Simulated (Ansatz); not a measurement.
# Rb2Pt (built on the sites of a database entry of Li2Pd): a soft mode frozen in

Wanted: the energy along a soft mode of Rb2Pt (built on the sites of a database entry of Li2Pd) and the structure at the end.

Method: DFT LDA, scalar-relativistic, plane waves, norm-conserving pseudopotentials, in Ansatz 0.2.0.

Report form: the programs' logs are mostly left out.

The structure was built from a prototype and need not be the compound's stable phase.

### Step 1. Set-up

The structure is hexagonal, space group P6/mmm (No. 191). The conventional cell has a = 5.401 Å, b = 5.401 Å, c = 3.200 Å, α = 90.00°, β = 90.00°, γ = 120.00°. Rb has 5 Rb at 3.12 to 3.20 Å and 6 Pt at 3.50 Å nearest. Nearest to Pt lie 2 Pt at 3.20 Å and 12 Rb at 3.50 Å. Farther neighbours are not listed.

### Step 2. The dispersion

The cell comes from relaxations at this level that are not shown. Stability and thermal properties need the whole zone. Linear response on a 2×2×2 q mesh gives force constants as far as a supercell of that size would.

input.yaml

```yaml
crystal:
  lattice:
    - [5.4012730199, -2.6522e-06, 0.0]
    - [-2.7006342131, 4.6776409741, 0.0]
    - [0.0, 0.0, 3.199767396]
  atoms:
    - { symbol: Rb, position: [0.3333333333, 0.6666666667, 0.5] }
    - { symbol: Rb, position: [0.6666666667, 0.3333333333, 0.5] }
    - { symbol: Pt, position: [0.0, 0.0, 0.0] }
kpoints:
  mp_grid: { grid: [10, 10, 16] }
hamiltonian:
  xc: lda
  pseudopotentials: { kind: nc }
scf:
  occupations: { method: methfessel_paxton, width: 0.2 }
output:
  eigenvalues: true
phonons:
  method: dfpt
  qmesh: [2, 2, 2]
  temperatures: { t_max: 1000, t_step: 50 }
  qpath:
    path:
      - [[0.0, 0.0, 0.0], [0.5, 0.0, 0.0], [0.33333333, 0.33333333, 0.0], [0.0, 0.0, 0.0], [0.0, 0.0, 0.5], [0.5, 0.0, 0.5], [0.33333333, 0.33333333, 0.5], [0.0, 0.0, 0.5]]
      - [[0.5, 0.0, 0.5], [0.5, 0.0, 0.0]]
      - [[0.33333333, 0.33333333, 0.5], [0.33333333, 0.33333333, 0.0]]
    npoints: 10
```

Run with:

```console
$ ansatz run input.yaml --threads 8 --pin off --max-ram 14336MiB --backend cpu --events-out ev --progress --plain --runs-dir out
```

Wall time 4.7 min (8 threads of Arm Neoverse V2, shared host); peak memory 4.6 GiB; 37 min of CPU time.

Numbers from this step:

| Item | Value |
| --- | --- |
| volume per atom | 26.95 Å³ |
| gap on the k-mesh | 0 eV |
| sum-rule residual before enforcement | 1.96e-4 eV/Å² |
| lowest frequency on the path | -69.91 cm⁻¹ |
| point group | 6/mmm |
| highest frequency on the path or at a solved wavevector | 148.1 cm⁻¹ |
| highest optical mode at the zone centre (no LO-TO term) | 136.9 cm⁻¹ |
| lowest optical zone-centre mode | -34.67 cm⁻¹ |
| lowest mode on the q mesh (acoustic modes at Γ apart) | -69.91 cm⁻¹ |

Frequencies (cm⁻¹) solved at each irreducible wavevector; negative means imaginary. Frequencies by wavevector, by row:

| q in reciprocal lattice units | star | mode 1 | mode 2 | mode 3 | mode 4 | mode 5 | mode 6 | mode 7 | mode 8 | mode 9 |
| --- | --- | --- | --- | --- | --- | --- | --- | --- | --- | --- |
| 0 0 0 | 1 | -34.7 | 0 | 0 | 0 | 46.1 | 63.6 | 63.6 | 136.9 | 136.9 |
| 0 0 -0.5 | 1 | -67.5 | 8.1 | 8.1 | 65 | 65 | 123 | 124.2 | 124.2 | 148.1 |
| 0 -0.5 0 | 3 | -24.6 | 2.8 | 26.6 | 32 | 41.5 | 61.4 | 80.3 | 124.5 | 140.7 |
| 0 -0.5 -0.5 | 3 | -69.9 | -27.3 | 67.1 | 67.2 | 67.3 | 108.4 | 127.1 | 130.4 | 137.5 |

Interpolated from a 2×2×2 q mesh, rough between the solved points. Phonon branches along the path, in cm⁻¹:

| point | branch 1 | branch 2 | branch 3 | branch 4 | branch 5 | branch 6 | branch 7 | branch 8 | branch 9 |
| --- | --- | --- | --- | --- | --- | --- | --- | --- | --- |
| Γ | -35 | 0 | 0 | 0 | 46 | 64 | 64 | 137 | 137 |
| halfway | -31 | 6 | 8 | 40 | 43 | 56 | 72 | 131 | 139 |
| M | -25 | 3 | 27 | 32 | 42 | 61 | 80 | 124 | 141 |
| halfway | -23 | -9 | 13 | 32 | 47 | 62 | 87 | 117 | 144 |
| K | -17 | -17 | -13 | 31 | 56 | 56 | 102 | 102 | 146 |
| halfway | -30 | 4 | 6 | 38 | 49 | 55 | 75 | 128 | 140 |
| Γ | -35 | 0 | 0 | 0 | 46 | 64 | 64 | 137 | 137 |
| halfway | -43 | 19 | 19 | 62 | 62 | 83 | 108 | 131 | 131 |
| A | -68 | 8 | 8 | 65 | 65 | 123 | 124 | 124 | 148 |
| halfway | -69 | -19 | 46 | 66 | 66 | 118 | 126 | 126 | 144 |
| L | -70 | -27 | 67 | 67 | 67 | 108 | 127 | 130 | 138 |
| halfway | -70 | -30 | 67 | 67 | 74 | 102 | 129 | 131 | 136 |
| H | -70 | -33 | 68 | 68 | 89 | 89 | 130 | 134 | 134 |
| halfway | -70 | -22 | 53 | 66 | 66 | 115 | 126 | 127 | 143 |
| A | -68 | 8 | 8 | 65 | 65 | 123 | 124 | 124 | 148 |
| jump to L | -70 | -27 | 67 | 67 | 67 | 108 | 127 | 130 | 138 |
| halfway | -44 | -4 | 56 | 63 | 75 | 91 | 97 | 117 | 134 |
| M | -25 | 3 | 27 | 32 | 42 | 61 | 80 | 124 | 141 |
| jump to H | -70 | -33 | 68 | 68 | 89 | 89 | 130 | 134 | 134 |
| halfway | -44 | -25 | 62 | 62 | 94 | 94 | 96 | 96 | 138 |
| K | -17 | -17 | -13 | 31 | 56 | 56 | 102 | 102 | 146 |

Symmetry leaves 4 wavevectors to solve. The lowest mode among them, the acoustic zeros apart, lies at q = (0, -0.5, -0.5) and is imaginary, 69.9i cm⁻¹, so the energy falls along it.

### Step 3. The mode frozen in, largest atomic shift 0 Å

The mode followed lies at q = (0, 0, -0.5) with frequency 67.5i cm⁻¹, one of the unstable modes though not the softest. At small amplitude the distorted cell has space group no. 191 by a symmetry search on the positions. The undistorted cell that holds it gives the zero of energy on the same k mesh.

System of this step: Rb2Pt (built on the sites of a database entry of Li2Pd). It takes space group P6/mmm (No. 191, hexagonal). Conventional cell: a = 5.401 Å, b = 5.401 Å, c = 3.200 Å, α = 90.00°, β = 90.00°, γ = 120.00°. Nearest to Rb lie 5 Rb at 3.12 to 3.20 Å and 6 Pt at 3.50 Å. Nearest to Pt lie 2 Pt at 3.20 Å and 12 Rb at 3.50 Å. Farther neighbours are not listed.

input.yaml

```yaml
crystal:
  lattice:
    - [-2.7006388068, -4.6776383219, 0.0]
    - [-5.4012730199, 2.6522e-06, 0.0]
    - [0.0, 0.0, -6.399534792]
  atoms:
    - { symbol: Rb, position: [0.3333333333, 0.3333333333, 0.25] }
    - { symbol: Rb, position: [0.3333333333, 0.3333333333, 0.75] }
    - { symbol: Rb, position: [0.6666666667, 0.6666666667, 0.25] }
    - { symbol: Rb, position: [0.6666666667, 0.6666666667, 0.75] }
    - { symbol: Pt, position: [0.0, 0.0, 0.0] }
    - { symbol: Pt, position: [0.0, 0.0, 0.5] }
kpoints:
  mp_grid: { grid: [9, 9, 6] }
hamiltonian:
  xc: lda
  pseudopotentials: { kind: nc }
scf:
  occupations: { method: methfessel_paxton, width: 0.2 }
output:
  forces: true
  stress: true
  eigenvalues: true
```

It took 11 s on 8 threads; peak memory 2 GiB.

Numbers from this step:

| Quantity | Value |
| --- | --- |
| pressure | -0.08334 GPa |
| energy from the undistorted cell | 0 meV/atom |

The run ends at a pressure of -0.08 GPa.

### Step 4. The mode frozen in, largest atomic shift 0.32 Å

The atoms are moved along the unstable eigenvector, the largest shift by 0.32 Å, with the cell fixed.

Edit input.yaml of step 3 so:

```diff
@@ -10,4 +10,4 @@
     - { symbol: Rb, position: [0.6666666667, 0.6666666667, 0.75] }
-    - { symbol: Pt, position: [0.0, 0.0, 0.0] }
-    - { symbol: Pt, position: [0.0, 0.0, 0.5] }
+    - { symbol: Pt, position: [0.0, 0.0, 0.0500036347] }
+    - { symbol: Pt, position: [0.0, 0.0, 0.4499963653] }
 kpoints:
```

It took 12 s on 8 threads; peak memory 2 GiB; 91 s of CPU time.

This step gave:

| Property | Result |
| --- | --- |
| pressure | 1.959 GPa |
| energy from the undistorted cell | -18.92 meV/atom |

The energy, extrapolated to zero smearing, is -18.92 meV/atom against the undistorted cell.

The run ends at a pressure of 1.96 GPa, with forces up to 0.43 eV/Å.

### Step 5. Energy along the mode, all amplitudes (two of the runs are shown above)

An imaginary frequency means negative curvature, so the energy should fall and then rise again as anharmonic terms take over.

Numbers from this step:

```yaml
depth_at_the_lowest_point_sampled: 18.92 meV/atom
largest_atomic_shift_at_that_point: 0.32 Å
```

Energy from the parent against largest atomic shift:

| largest atomic shift (Å) | energy from the parent (meV/atom) |
| --- | --- |
| 0.000 | 0 |
| 0.040 | -0.811 |
| 0.080 | -3.17 |
| 0.140 | -9.03 |
| 0.220 | -18.3 |
| 0.320 | -18.9 |
| 0.450 | 63.4 |

Displacement at unit largest shift by atom:

| atom | x (Å) | y (Å) | z (Å) | size |
| --- | --- | --- | --- | --- |
| Rb1 | 0.00 | 0.00 | 0.00 | 0.00 |
| Rb2 | 0.00 | 0.00 | 0.00 | 0.00 |
| Rb3 | 0.00 | 0.00 | 0.00 | 0.00 |
| Rb4 | 0.00 | 0.00 | 0.00 | 0.00 |
| Pt5 | 0.00 | 0.00 | -1.00 | 1.00 |
| Pt6 | 0.00 | 0.00 | 1.00 | 1.00 |

The lowest of the steps tried is at 0.32 Å, 18.9 meV/atom below the parent; the bottom of the well need not coincide with a step.

### Step 6. Relaxation from the frozen mode

Starting from the lowest point found, all atoms and the cell are let go, so that strain and other modes of the same symmetry can join in.

Edit input.yaml of step 4 so:

```diff
@@ -23 +23,6 @@
   eigenvalues: true
+relax:
+  adjacent_minimum: "off"
+  f_tol: 0.002
+  max_steps: 120
+  cell: { stress_tol: 0.03 }
```

Run time: 1.7 min. Hardware: 8 threads; peak memory 2.1 GiB.

The steps of the relaxation:

| step | energy less that of the first step (eV) | largest force component (eV/Å) | pressure (GPa) | volume (Å³) |
| --- | --- | --- | --- | --- |
| 1 | 0.0000 | 0.4347 | 1.96 | 161.69 |
| 2 | -0.0778 | 0.0457 | 0.25 | 169.38 |
| 3 | -0.0896 | 0.0448 | 0.10 | 171.59 |
| 4 | -0.0906 | 0.0259 | 0.01 | 172.73 |
| 5 | -0.0907 | 0.0041 | 0.01 | 173.07 |
| 6 | -0.0907 | 0.0003 | 0.00 | 173.07 |
| 7* | -0.0932 | 0.0003 | 0.04 | 173.07 |
| 8 | -0.0933 | 0.0006 | 0.00 | 173.46 |
| 9* | -0.0933 | 0.0006 | 0.00 | 173.46 |

Relaxation steps marked * repeat the geometry before them on a plane-wave basis chosen anew for their cell, so energy and pressure can jump there.

The run keeps the 24 symmetry operations that it works with, so distortions that break them were not tested.

| conventional cell, symmetrised | before | after | change |
| --- | --- | --- | --- |
| a (Å) | 5.401 | 5.433 | +0.6 % |
| b (Å) | 5.401 | 5.433 | +0.6 % |
| c (Å) | 6.400 | 6.785 | +6.0 % |
| volume (Å³/atom) | 26.95 | 28.91 | +7.3 % |

The atoms that moved most (Å, as changes of fractional coordinates times the final cell):

| atom | dx | dy | dz | length |
| --- | --- | --- | --- | --- |
| Pt5 | 0.000 | 0.000 | -0.049 | 0.049 |
| Pt6 | 0.000 | 0.000 | 0.049 | 0.049 |

The relaxed structure:

```xyz
6
Lattice="-2.7165 -4.7052 0.0000 -5.4331 0.0000 0.0000 0.0000 0.0000 -6.7853" Properties=species:S:1:pos:R:3 pbc="T T T"
Rb   -2.7165   -1.5684   -1.6963
Rb   -2.7165   -1.5684   -5.0890
Rb   -5.4331   -3.1368   -1.6963
Rb   -5.4331   -3.1368   -5.0890
Pt    0.0000    0.0000   -0.3881
Pt    0.0000    0.0000   -3.0046
```

This step gave:

```
pressure        : 0.003491 GPa
volume per atom : 28.91 Å³
```

The distorted start has space group P6/mmm; the relaxation ends in P6/mmm.

### Step 7. The new phase in its own primitive cell

The relaxed structure is symmetrised, reduced to its primitive cell and relaxed tightly, as its phonons need.

input.yaml, the sections that differ from step 6:

```yaml
crystal:
  lattice:
    - [5.4330748272, 0.0, 0.0]
    - [-2.7165374136, 4.705180821, 0.0]
    - [0.0, 0.0, 6.7853409273]
  atoms:
    - { symbol: Rb, position: [0.3333333333, 0.6666666667, 0.0] }
    - { symbol: Rb, position: [0.3333333333, 0.6666666667, 0.5] }
    - { symbol: Rb, position: [0.6666666667, 0.3333333333, 0.0] }
    - { symbol: Rb, position: [0.6666666667, 0.3333333333, 0.5] }
    - { symbol: Pt, position: [0.0, 0.0, 0.1928064074] }
    - { symbol: Pt, position: [0.0, 0.0, 0.8071935926] }
relax:
  adjacent_minimum: "off"
  f_tol: 0.001
  max_steps: 60
  cell: { stress_tol: 0.01 }
# kpoints, hamiltonian, scf, output: as in step 6
```

Wall time 29 s (8 threads); peak memory 2.1 GiB.

Little changed from the start: no atom moved by 0.005 Å and no cell edge by 0.1 %.

The largest force component left is 0.57 meV/Å and the pressure is 0.003 GPa, within the tolerances set. The cell now holds 28.91 Å³/atom.

### Step 8. Modes of the new phase, k-mesh 9×9×6

A relaxed structure may still be a saddle point, so its zone-centre modes are computed. No field response is asked, since the mesh shows no gap.

Edit input.yaml of step 7 so:

```diff
@@ -20,9 +20,4 @@
 output:
-  forces: true
-  stress: true
   eigenvalues: true
-relax:
-  adjacent_minimum: "off"
-  f_tol: 0.001
-  max_steps: 60
-  cell: { stress_tol: 0.01 }
+phonons:
+  method: dfpt
```

Wall time 8.2 min (8 threads); peak memory 10 GiB.

The run was cut off at the time limit after its SCF cycle had converged; no result of it is taken.

### Step 9. The phases reached

The phases reached along the modes that were followed are set side by side.

Energies are those of the first relaxation, on the mesh of the frozen mode; space group, volume and gap are those of the last relaxation. Phases, by row:

| mode frozen in | space group | energy from parent (meV/atom) | volume (Å³/atom) | gap on mesh (eV) | lowest zone-centre optical mode (cm⁻¹) | largest shift (Å) |
| --- | --- | --- | --- | --- | --- | --- |
| parent | P6/mmm | 0 | 26.95 | 0 | – | – |
| q = (0, -0.5, -0.5), 70i cm⁻¹ | Immm | -43.15 | 29.19 | 0 | – | 0.416 |
| q = (0, 0, -0.5), 68i cm⁻¹ | P6/mmm | -34.65 | 28.91 | 0 | – | 0.388 |

### Step 10. Outcome

```
unstable mode of the parent                                                      : q = (0, 0, -0.5), 68i cm⁻¹
depth at the lowest point sampled                                                : 18.9 meV/atom
largest atomic shift at that point                                               : 0.32 Å
space group reached (within 0.01 Å)                                              : P6/mmm
energy gained over the parent (first relaxation, on the mesh of the frozen mode) : 34.7 meV/atom
volume per atom, phase reached                                                   : 28.9 Å³
```

Along this mode the structure falls into P6/mmm, 34.7 meV/atom below the parent. At the parent's cell the well is 18.92 meV/atom deep on the steps tried, with its lowest point at a shift of 0.32 Å. Relaxing atoms and cell changes the gain by +15.73 meV/atom against the lowest step (energies at zero smearing). The end point has the space group of the parent. The modes of the phase reached were not computed on this path. Of the 2 patterns followed to their end from this parent, this one ends 8.50 meV/atom above the lowest, Immm. Each path keeps the symmetry of its pattern, so a lower phase may lie along a pattern not tried. The q mesh stands for a supercell only 6.4 Å across, so branches between the solved wavevectors are rough. With no gap, or one that is small against the smearing, the frequencies hang on the k mesh and the smearing, most of all near Kohn anomalies. Spin-orbit coupling is left out, which can matter for the heavy elements here. The starting cell was built on a prototype and not taken from a measurement, so the phase need not exist.

[Logs are printed without paths, hosts, clocks, repeated set-up lines and the standing remarks that a program may print on its own settings, such as how far it seeks lower states.]

[Hosts, paths, dates, database ids (printed as entryN), source tags and the programs' standing remarks are cut or masked in the printed files.]
